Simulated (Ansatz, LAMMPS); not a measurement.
# Elastic response of amorphous Cd12Hg24S36 (72 atoms): runs compared

How stiff is amorphous Cd12Hg24S36 (72 atoms), and how do its levels respond to strain?

Computed with Ansatz 0.2.0: Kohn-Sham DFT, r2SCAN, PAW (set soft_2), plane waves.

### 1. The cell as built

The cell holds 72 atoms: 12 Cd, 24 Hg and 36 S. Its edges and angles: a = 12.348 Å, b = 12.348 Å, c = 12.348 Å, α = 90.0°, β = 90.0°, γ = 90.0°. 72 atoms (12 Cd, 24 Hg, 36 S) placed at random at 6.45 g/cm³, melted at 2500 K for 10 ps at fixed volume with the Stillinger-Weber II-VI potential (Zhou et al., Phys. Rev. B 88, 085309 (2013)). Quenched from 2500 K to 100 K at 1000 K/ps and fixed volume, held 5 ps, then minimised at fixed cell.

Limits known from the start: The quench rate of 1000 K/ps is orders of magnitude faster than experiment, which tends to freeze in extra defects. The starting topology of bonds comes from the classical model, and needn't be the one that DFT or experiment would give. Only the Γ point is sampled. The levels lack spin–orbit coupling, which is large for the heavy elements here.

### 2. The reference run

The reference is a single point at the end of the relaxation.

Every strained cell starts from the geometry of this run, and its atoms are relaxed with the cell held.

Its input, with most atom lines left out:

```yaml
crystal:
  lattice:
    - [11.23655, 0.90648, -0.03189]
    - [0.90648, 12.20551, 0.6645]
    - [-0.03189, 0.6645, 14.26818]
  atoms:
    - { symbol: Cd, position: [0.3699, 0.59387, 0.32214] }
    - { symbol: Cd, position: [0.34302, 0.07368, 0.22971] }
    - { symbol: Cd, position: [0.60138, 0.33359, 0.21403] }
    - { symbol: Cd, position: [0.08761, 0.60301, 0.75643] }
    - { symbol: Cd, position: [0.09051, 0.97634, 0.05768] }
    - { symbol: Cd, position: [0.9863, 0.65288, 0.23642] }
    - { symbol: Cd, position: [0.71066, 0.75621, 0.81494] }
    [... atom lines 8 to 72 left out ...]
kpoints:
  mp_grid: { grid: [1, 1, 1] }
hamiltonian:
  xc: r2scan
scf:
  occupations: { method: fermi_dirac, width: 0.05 }
output:
  forces: true
  stress: true
  populations: true
  dos:
    method: { smearing: { sigma: 0.15 } }
    de: 0.1
    projected: { site_lists: { Cd: [Cd], Hg: [Hg], S: [S] } }
  eigenvalues: true
  write_density: true
  write_potential: true
  volumetric_format: npy
```

```
free energy per atom   : -6440.4727 eV/atom
r.m.s. force component : 0.0073 eV/Å
pressure               : 0.002436 GPa
```

Filled and empty levels are parted by 1.42 eV (at Γ alone); a semilocal functional tends to put such gaps too low. In a disordered cell it changes from sample to sample, and tail or defect levels can set it.

### 3. The runs

Each row is one run, on 8 threads of Arm Neoverse V1, shared host. The free energy is the program's total, comparable only between runs with the same functional, potentials and atoms.

```csv
run,atoms,outcome,"ionic steps, all passes",free energy (eV),time,host memory (GiB)
Single point at the start,72,converged,-,-463688.583,45 s,5.9
Cell and atoms relaxed,72,converged,55,-463714.031,39 min,6.1
Single point at the relaxed geometry,72,converged,-,-463714.031,60 s,6.1
Volume -3 %,72,converged,5,-463713.917,4.1 min,6.0
Volume +3 %,72,converged,5,-463713.948,4.4 min,6.3
Volume -6 %,72,converged,6,-463713.541,4.5 min,5.7
Volume +6 %,72,converged,8,-463713.754,6.3 min,6.4
Volume -10 %,72,converged,11,-463712.628,7.3 min,5.5
Stretched by 1 % along x,72,converged,3,-463714.012,2.5 min,6.1
```

In some runs the program notes that the SCF threshold is loose for the stress.

### 4. Pressure against volume

Atoms are relaxed at each volume, in the scaled cell.

```csv
volume change (%),volume (Å³/atom),energy change (meV/atom),pressure (GPa),largest move on relaxing (Å),bonds,gap (eV)
-10,24.251,19.49,2.70,0.90,111,1.29
-6,25.329,6.81,1.48,0.21,103,1.38
-3,26.138,1.58,0.66,0.10,101,1.40
+0,26.946,0.00,0.00,-,100,1.42
+3,27.754,1.15,-0.51,0.12,100,1.42
+6,28.563,3.85,-0.73,0.48,101,1.45
```

### 5. Uniaxial strain and shear

Stress (GPa, compression positive) less that of the relaxed cell, atoms relaxed:

```
                  strain      xx      yy      zz      xy  energy change (meV/atom)
stretched by 1 % along x  -0.305  -0.145  -0.148  -0.012                      0.27
```

### 6. Outcome

The bulk modulus, from the slope of pressure against ln V over the three points nearest the relaxed volume, is 19.5 GPa; a quadratic over all points gives a pressure derivative of about 8.0. The count of bonds runs from 100 to 111 over the series, so at some points contacts cross the cutoffs. At -10 % some atom moved by over 0.5 Å on relaxing, so that point may sit in another local minimum. The gap goes from 1.29 eV at the smallest volume to 1.45 eV at the largest, +0.9 eV per unit of ln V by a straight line, on the run's k-points.

Caveats: Strains are finite and relaxations stop at the force tolerance of the input, which can leave moduli too stiff; they are those of a static cell at zero temperature. Volumes are changed with the cell's shape held, so in an anisotropic solid the modulus lies over the one under free hydrostatic load. The program notes that the SCF threshold of the relaxations is loose for the stress. The cell edges changed by -9, -1 and +16 % with the Γ point alone; in so small a cell a change of shape can follow the discrete levels, so shape, energy gain and any gap at the end may be artefacts of the sampling.

The DFT runs together took 70 min of wall time.

[Logs are printed without paths, hosts, clocks, repeated set-up lines and the standing remarks that a program may print on its own settings, such as how far it seeks lower states.]

[Hosts, paths, dates, database ids (printed as entryN), source tags and the programs' standing remarks are cut or masked in the printed files.]
